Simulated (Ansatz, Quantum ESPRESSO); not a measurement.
# HfO2 (Fm-3m): third-order response

Aim: Raman and infrared lines of HfO2 (Fm-3m).

Method: DFT LDA, scalar-relativistic, plane waves, PseudoDojo norm-conserving pseudopotentials, in Quantum ESPRESSO 8.0 development, patched.

Most raw output is cut from this account.

## (1) The starting structure

Symmetry: Fm-3m, No. 225, cubic system. Conventional cell: a = 5.115 Å, b = 5.115 Å, c = 5.115 Å, α = 90.00°, β = 90.00°, γ = 90.00°. Hf has 8 O at 2.21 Å nearest. Nearest to O lie 4 Hf at 2.21 Å. Farther neighbours and most contacts between anions are not listed.

As a file:

```
Hf O
1.0
    -2.55750    0.00000    2.55750
     0.00000    2.55750    2.55750
    -2.55750    2.55750    0.00000
Hf O
1 2
Direct
  0.00000 0.00000 0.00000
  0.75000 0.75000 0.75000
  0.25000 0.25000 0.25000
```

## (2) A probe with smearing

A cheap run with smearing and empty bands tells whether the crystal has a gap, which decides between fixed occupations and smearing later on.

The input, probe.in:

```
&CONTROL
  calculation = 'scf'
  prefix      = 'x'
  outdir      = './tmp'
  pseudo_dir  = './pseudo'
  tprnfor     = .true.
  tstress     = .true.
  verbosity   = 'high'
/
&SYSTEM
  ibrav       = 2
  celldm(1)   = 9.66594913
  nat         = 3
  ntyp        = 2
  ecutwfc     = 84.0
  occupations = 'smearing'
  smearing    = 'gaussian'
  degauss     = 0.01
/
&ELECTRONS
  conv_thr         = 1.0d-07
  mixing_beta      = 0.7
  electron_maxstep = 100
/
ATOMIC_SPECIES
 Hf    178.4900  Hf.upf
 O      15.9990  O.upf
ATOMIC_POSITIONS crystal
 Hf     0.000000000   0.000000000   0.000000000
 O      0.750000000   0.750000000   0.750000000
 O      0.250000000   0.250000000   0.250000000
K_POINTS automatic
 6 6 6 0 0 0
```

Launch:

```bash
> OMP_NUM_THREADS=1 mpirun -n 2 pw.x -nk 2 -in probe.in > probe.out
```

It took 6.4 s on 2 MPI ranks of Intel Xeon Platinum 8559C (Emerald Rapids), shared host.

This step gave:

- volume per atom: 11.15 Å³
- pressure: -22.07 GPa
- gap on the k-mesh: 3.560 eV

A gap of 3.6 eV opens on this mesh, so the crystal is taken as an insulator; the start stands at -22 GPa.

## (3) Relaxing the cell and atoms

The relaxation runs at a cutoff a fifth above that of the response, since stress converges more slowly with the basis than frequencies do. Forces and stress are brought to rest with tight thresholds.

The input, relax.in:

```
&CONTROL
  calculation   = 'vc-relax'
  prefix        = 'x'
  outdir        = './tmp'
  pseudo_dir    = './pseudo'
  tprnfor       = .true.
  tstress       = .true.
  forc_conv_thr = 2.0d-05
  etot_conv_thr = 1.0d-07
  nstep         = 40
/
&SYSTEM
  ibrav       = 2
  celldm(1)   = 9.66594913
  nat         = 3
  ntyp        = 2
  ecutwfc     = 101
  occupations = 'fixed'
  nbnd        = 14
/
&ELECTRONS
  conv_thr         = 1.0d-11
  mixing_beta      = 0.7
  electron_maxstep = 100
/
&IONS
/
&CELL
  press_conv_thr = 0.2
/
ATOMIC_SPECIES
 Hf    178.4900  Hf.upf
 O      15.9990  O.upf
ATOMIC_POSITIONS crystal
 Hf     0.000000000   0.000000000   0.000000000
 O      0.750000000   0.750000000   0.750000000
 O      0.250000000   0.250000000   0.250000000
K_POINTS automatic
 6 6 6 0 0 0
```

Launch:

```bash
> OMP_NUM_THREADS=1 mpirun -n 2 pw.x -nk 2 -in relax.in > relax.out
```

Elapsed: 58 s, on 2 MPI ranks; 1.9 min of CPU time.

The steps of the relaxation:

| step | energy less that of the first step (eV) | largest force (eV/Å) | pressure (GPa) | volume (Å³) |
| --- | --- | --- | --- | --- |
| 1 | 0.0000 | 0.0000 | -22.02 | 33.46 |
| 2 | -0.2020 | 0.0000 | 7.12 | 29.84 |
| 3 | -0.2169 | 0.0000 | -1.05 | 30.65 |
| 4 | -0.2172 | 0.0000 | -0.04 | 30.54 |
| 5 | -0.2172 | 0.0000 | 0.00 | 30.54 |
| 6 | -0.2171 | 0.0000 | 0.00 | 30.54 |

| conventional cell, symmetrised | before | after | change |
| --- | --- | --- | --- |
| a (Å) | 5.115 | 4.962 | -3.0 % |
| b (Å) | 5.115 | 4.962 | -3.0 % |
| c (Å) | 5.115 | 4.962 | -3.0 % |
| volume (Å³/atom) | 11.15 | 10.18 | -8.7 % |

The relaxed structure:

```cif
data_structure
_symmetry_space_group_name_H-M 'P 1'
_symmetry_Int_Tables_number 1
_cell_length_a 3.5085
_cell_length_b 3.5085
_cell_length_c 3.5085
_cell_angle_alpha 60.000
_cell_angle_beta 60.000
_cell_angle_gamma 60.000
_cell_volume 30.54
loop_
_atom_site_label
_atom_site_type_symbol
_atom_site_fract_x
_atom_site_fract_y
_atom_site_fract_z
_atom_site_occupancy
Hf1 Hf 0.00000 0.00000 0.00000 1
O2 O 0.75000 0.75000 0.75000 1
O3 O 0.25000 0.25000 0.25000 1
```

The last row of the table of steps is pw.x's closing run on a basis chosen anew for the final cell, so its energy can jump.

Read from the output:

| Property | Result |
| --- | --- |
| volume per atom | 10.18 Å³ |
| pressure | -0.003000 GPa |
| gap on the k-mesh | 3.797 eV |

The volume changes by -8.7 % from the cell with which this run began.

## (4) Self-consistent run for the response

The response is built on this ground state, so it is converged far tighter than an energy would need. With a gap, occupations are fixed, which also allows the response to an electric field.

The input, scf.in:

```
&CONTROL
  calculation = 'scf'
  prefix      = 'x'
  outdir      = './tmp'
  pseudo_dir  = './pseudo'
  tprnfor     = .true.
  tstress     = .true.
/
&SYSTEM
  ibrav       = 2
  celldm(1)   = 9.37629218
  nat         = 3
  ntyp        = 2
  ecutwfc     = 84.0
  occupations = 'fixed'
  nbnd        = 14
/
&ELECTRONS
  conv_thr         = 1.0d-12
  mixing_beta      = 0.7
  electron_maxstep = 100
/
ATOMIC_SPECIES
 Hf    178.4900  Hf.upf
 O      15.9990  O.upf
ATOMIC_POSITIONS crystal
 Hf     0.000000000   0.000000000   0.000000000
 O      0.750000000   0.750000000   0.750000000
 O      0.250000000   0.250000000   0.250000000
K_POINTS automatic
 8 8 8 0 0 0
```

Launch:

```bash
> OMP_NUM_THREADS=1 mpirun -n 2 pw.x -nk 2 -in scf.in > scf.out
```

The job ended after 17 s (2 MPI ranks).

This step gave:

- pressure: -0.04400 GPa

The cell stands at -0.044 GPa, close enough for phonons.

## (5) Zone-centre response

At q = 0 one unit cell holds all displacements; symmetry groups them into irreducible representations that are solved one by one. The response to a field gives ε∞ and the Born charges, which polar modes need. Third-order response adds the Raman tensors.

The input, ph.in:

```
phonons
&INPUTPH
  prefix = 'x'
  outdir = './tmp'
  fildyn = 'g.dyn'
  tr2_ph = 1.0d-18
  epsil  = .true.
  lraman = .true.
  elop   = .true.
/
0.000000000000 0.000000000000 0.000000000000
```

Launch:

```bash
> OMP_NUM_THREADS=1 mpirun -n 2 ph.x -nk 2 -in ph.in > ph.out
```

Elapsed: 9.5 min, on 2 MPI ranks; 19 min of CPU time.

Read from the output:

```yaml
miss_of_the_charge_sum_rule: 1.50e-4 e
largest_acoustic_frequency_at_the_zone_centre_before_the_sum_rule: 1.21 cm⁻¹
highest_optical_zone_centre_mode_no_lo_to_term: 611.6 cm⁻¹
lowest_optical_zone_centre_mode: 258.8 cm⁻¹
mean_high_frequency_dielectric_constant: 5.229
largest_born_charge_in_size_third_of_the_trace: 5.546 e
```

Born charge (rows field, columns displacement), before the sum rule (e), principal values of the symmetric part by kind of site:

| atom | atoms with these values | low | middle | high | mean |
| --- | --- | --- | --- | --- | --- |
| Hf1 | 1 | 5.55 | 5.55 | 5.55 | 5.55 |
| O2 | 2 | -2.77 | -2.77 | -2.77 | -2.77 |

In full for Hf1:

```
5.55 0.00 0.00
0.00 5.55 0.00
0.00 0.00 5.55
```

High-frequency dielectric tensor:

```
5.23 0.00 0.00
0.00 5.23 0.00
0.00 0.00 5.23
```

The acoustic modes at Γ come out as far as 1.2 cm⁻¹ from zero, where they should vanish, a small numerical error; the Born charges miss their sum rule by 1.5e-4 e, which is good.

## (6) Zone-centre analysis

A rigid shift of the crystal must cost nothing, but grids and finite bases break this; the acoustic sum rule is imposed before the matrix is diagonalised again. With Born charges the intensities follow, and the static dielectric tensor.

The input, dynmat.in:

```
&INPUT
  fildyn = 'g.dyn'
  asr    = 'simple'
  fileig = 'dynmat.eig'
  lperm  = .true.
/
```

Launch:

```bash
> dynmat.x -in dynmat.in > dynmat.out
```

Wall time 0.65 s (1 thread).

This step gave:

```yaml
mean_static_dielectric_constant: 32.50
```

Unit eigenvectors of the mass-weighted matrix after the sum rule; no LO-TO term. Modes at Γ, with each element's share of the kinetic energy:

| mode | frequency (cm⁻¹) | symmetry | Hf % | O % |
| --- | --- | --- | --- | --- |
| 1 | 0.0 | acoustic | 85 | 15 |
| 2 | 0.0 | acoustic | 85 | 15 |
| 3 | 0.0 | acoustic | 85 | 15 |
| 4 | 258.8 | T1u | 15 | 85 |
| 5 | 258.8 | T1u | 15 | 85 |
| 6 | 258.8 | T1u | 15 | 85 |
| 7 | 611.6 | T2g | 0 | 100 |
| 8 | 611.6 | T2g | 0 | 100 |
| 9 | 611.6 | T2g | 0 | 100 |

Displacements in mode 6 (258.8 cm⁻¹), the largest set to 1:
```
Hf1  0.04 -0.02 -0.18
O2  -0.21  0.13  1.00
O3  -0.21  0.13  1.00
```

Displacements in mode 8 (611.6 cm⁻¹), the largest set to 1:
```
Hf1  0.00  0.00  0.00
O2   0.00  0.00  1.00
O3   0.00  0.00 -1.00
```

Degenerate modes summed, no LO-TO term. Infrared lines, with heights relative to the strongest:

| position (cm⁻¹) | lines merged | label | IR intensity, relative |
| --- | --- | --- | --- |
| 259 | 3 | T1u | 100 |
| 612 | 3 | T2g | 0.0 |

Degenerate modes summed. Lines of the Raman spectrum (strongest = 100):

| position (cm⁻¹) | lines merged | label | Raman activity, relative |
| --- | --- | --- | --- |
| 259 | 3 | T1u | 0.0 |
| 612 | 3 | T2g | 100 |

Static dielectric tensor (ions relaxed, fixed cell):

```
32.50  0.00  0.00
 0.00 32.50  0.00
 0.00  0.00 32.50
```

The rule moves no optical mode by more than 0.1 cm⁻¹.

## (7) Sum rules set otherwise: a sum rule for molecules or wires on a crystal

This rule also removes rotations, which suits molecules and not a crystal; it is tried to see the harm.

The input, dynmat.in:

```
&INPUT
  fildyn = 'g.dyn'
  asr    = 'zero-dim'
  fileig = 'dynmat.eig'
  lperm  = .true.
/
```

Launch:

```bash
> dynmat.x -in dynmat.in > dynmat.out
```

It took 0.64 s on 1 thread.

The program raised no error, yet the settings are not those of a careful run.

The fault: a sum rule for molecules or wires on a crystal; 2 optical modes are projected out to zero frequency, as if they were rotations, and the static dielectric tensor is spoilt.

For a crystal the rule has to be 'simple' or 'crystal'.

Zone-centre frequencies as printed; negative means imaginary. Modes:

| mode | frequency (cm⁻¹) |
| --- | --- |
| 1 | 0 |
| 2 | 0 |
| 3 | 0 |
| 4 | 0 |
| 5 | 0 |
| 6 | 258.8 |
| 7 | 460.6 |
| 8 | 460.6 |
| 9 | 611.6 |

## (8) Modes along a direction of q (1 0 0)

A longitudinal polar mode sets up a macroscopic field that stiffens it; the term hangs on the direction from which q goes to zero.

The input, dynmat.in:

```
&INPUT
  fildyn = 'g.dyn'
  asr    = 'simple'
  fileig = 'dynmat.eig'
  q(1)   = 1.0
  q(2)   = 0.0
  q(3)   = 0.0
/
```

Launch:

```bash
> dynmat.x -in dynmat.in > dynmat.out
```

The job ended after 0.59 s (1 thread).

This step gave:

| Quantity | Value |
| --- | --- |
| highest mode moved by the LO-TO term | 645.2 cm⁻¹ |

Zone-centre frequencies as printed; negative means imaginary. Modes:

| mode | frequency (cm⁻¹) |
| --- | --- |
| 1 | 0 |
| 2 | 0 |
| 3 | 0 |
| 4 | 258.8 |
| 5 | 258.8 |
| 6 | 611.6 |
| 7 | 611.6 |
| 8 | 611.6 |
| 9 | 645.2 |

The field moves one mode, from 259 to 645 cm⁻¹; the others stay.

## (9) The same in Ansatz

A second program on the same cell, potentials, cutoff and meshes tests the implementation of the phonon response, not its convergence. Its field response is summed in its own way. Its k mesh is centred on Γ.

This step: DFT LDA, scalar-relativistic, plane waves, PseudoDojo norm-conserving pseudopotentials (Ansatz 0.2.0).

The input, input.yaml:

```yaml
crystal:
  lattice:
    - [-2.4808600733, 0.0, 2.4808600733]
    - [0.0, 2.4808600733, 2.4808600733]
    - [-2.4808600733, 2.4808600733, 0.0]
  atoms:
    - { symbol: Hf, position: [0.0, 0.0, 0.0] }
    - { symbol: O, position: [0.75, 0.75, 0.75] }
    - { symbol: O, position: [0.25, 0.25, 0.25] }
kpoints:
  mp_grid: { grid: [8, 8, 8] }
hamiltonian:
  xc: lda
  pseudopotentials: { kind: nc, accuracy: standard }
scf:
  occupations: { method: fixed }
output:
  eigenvalues: true
basis:
  ecutwfc: 1142.878
phonons:
  method: dfpt
  dielectric: true
  rigid_motions: translations
  raman: true
```

Launch:

```bash
> ansatz run input.yaml --threads 2 --pin off --max-ram 4096MiB --backend cpu --events-out ev --progress --plain --runs-dir out
```

Run time: 3 min. Hardware: 2 threads; peak memory 1.3 GiB; 5.9 min of CPU time.

Numbers from this step:

```
sum-rule residual before enforcement    : 8.44e-5 eV/Å²
miss of the charge sum rule             : 2.48e-5 e
lowest optical zone-centre mode         : 258.9 cm⁻¹
mean high-frequency dielectric constant : 5.227
mean static dielectric constant         : 32.48
highest mode moved by the LO-TO term    : 645.3 cm⁻¹
```

Transverse modes. Lines of the infrared spectrum (strongest = 100):

| position (cm⁻¹) | label | IR intensity ((D/Å)²/amu), degenerate modes summed, relative |
| --- | --- | --- |
| 259 | T1u | 100 |
| 612 | T2g | 0.0 |

Activity x (w_L - w)^4 (n + 1)/w, 532 nm, 300 K. Lines of the Raman spectrum (strongest = 100):

| position (cm⁻¹) | label | Stokes intensity, strongest 100 |
| --- | --- | --- |
| 259 | T1u | 0.0 |
| 612 | T2g | 100 |

## (10) The two compared: QE PseudoDojo and Ansatz, PseudoDojo

Worked out from the results:

```
root-mean-square difference : 0.05 cm⁻¹
largest difference          : 0.05 cm⁻¹
```

Frequencies side by side, by row:

| q (reciprocal lattice) | mode | QE PseudoDojo (cm⁻¹) | Ansatz, PseudoDojo (cm⁻¹) |
| --- | --- | --- | --- |
| 0 0 0 | 1 | 0 | 0 |
| 0 0 0 | 2 | 0 | 0 |
| 0 0 0 | 3 | 0 | 0 |
| 0 0 0 | 4 | 258.8 | 258.9 |
| 0 0 0 | 5 | 258.8 | 258.9 |
| 0 0 0 | 6 | 258.8 | 258.9 |
| 0 0 0 | 7 | 611.6 | 611.6 |
| 0 0 0 | 8 | 611.6 | 611.6 |
| 0 0 0 | 9 | 611.6 | 611.6 |

The two runs side by side. Further quantities:

| quantity | QE PseudoDojo | Ansatz, PseudoDojo |
| --- | --- | --- |
| mean ε∞ | 5.229 | 5.227 |
| largest Born charge in size (e; the first before, the second after the charge sum rule) | 5.546 | 5.546 |
| summed IR intensity ((D/Å)²/amu) | 78.46 | 78.45 |
| summed Raman activity (Å⁴/amu) | 44.46 | 44.43 |

At the zone centre the largest difference (acoustic modes at Γ apart) is 0.008 % of the highest mode.

## (11) What came out

```json
{
  "space group after relaxation": "Fm-3m",
  "volume per atom": "10.2 Å³",
  "gap on the k-mesh": "3.80 eV",
  "highest optical zone-centre mode (no LO-TO term)": "611.6 cm⁻¹",
  "lowest optical zone-centre mode": "258.8 cm⁻¹",
  "highest mode moved by the LO-TO term": "645.2 cm⁻¹",
  "mean high-frequency dielectric constant": "5.23",
  "largest Born charge in size (third of the trace)": "5.55 e",
  "mean static dielectric constant": "32.5",
  "imaginary optical modes at the zone centre (no q mesh in this session)": "none",
  "largest difference from Ansatz, PseudoDojo": "0.05 cm⁻¹"
}
```

**Reading.** The largest Raman activity of HfO2 (Fm-3m) lies at 612 cm⁻¹ and the strongest infrared line at 259 cm⁻¹ (transverse modes). At the LDA level the optical modes of HfO2 (Fm-3m) at the zone centre (no LO-TO term) run from 259 to 612 cm⁻¹. Along the directions run, the highest mode that the macroscopic field moves lies at 645 cm⁻¹. Lattice motion raises the mean dielectric constant from 5.229 to 32.50. The Born charge of O is -2.773 e against a formal charge of -2: displacements drive charge along the bonds, a mark of mixed ionic and covalent bonding and of large LO-TO splittings. Of the 6 optical modes, 3 are infrared active alone and 3 are Raman active alone; inversion symmetry keeps the two sets apart. QE PseudoDojo and Ansatz, PseudoDojo agree to 0.05 cm⁻¹ (0.008 % of the highest mode compared) on all solved modes but the acoustic ones at Γ, without the LO-TO term. These are harmonic frequencies at zero temperature: anharmonic shifts and linewidths and thermal expansion are left out. Spin-orbit coupling is left out, which can matter for the heavy elements here. The build is a development version in which the Raman tensors of release 7.5 are mended; dynmat.x leaves out the electro-optic term of LO lines.

[Host names and launcher messages were left out of these logs when they were recorded.]

[Logs are printed without paths, hosts, clocks, repeated set-up lines and the standing remarks that a program may print on its own settings, such as how far it seeks lower states.]

[Hosts, paths, dates, database ids (printed as entryN), source tags and the programs' standing remarks are cut or masked in the printed files.]
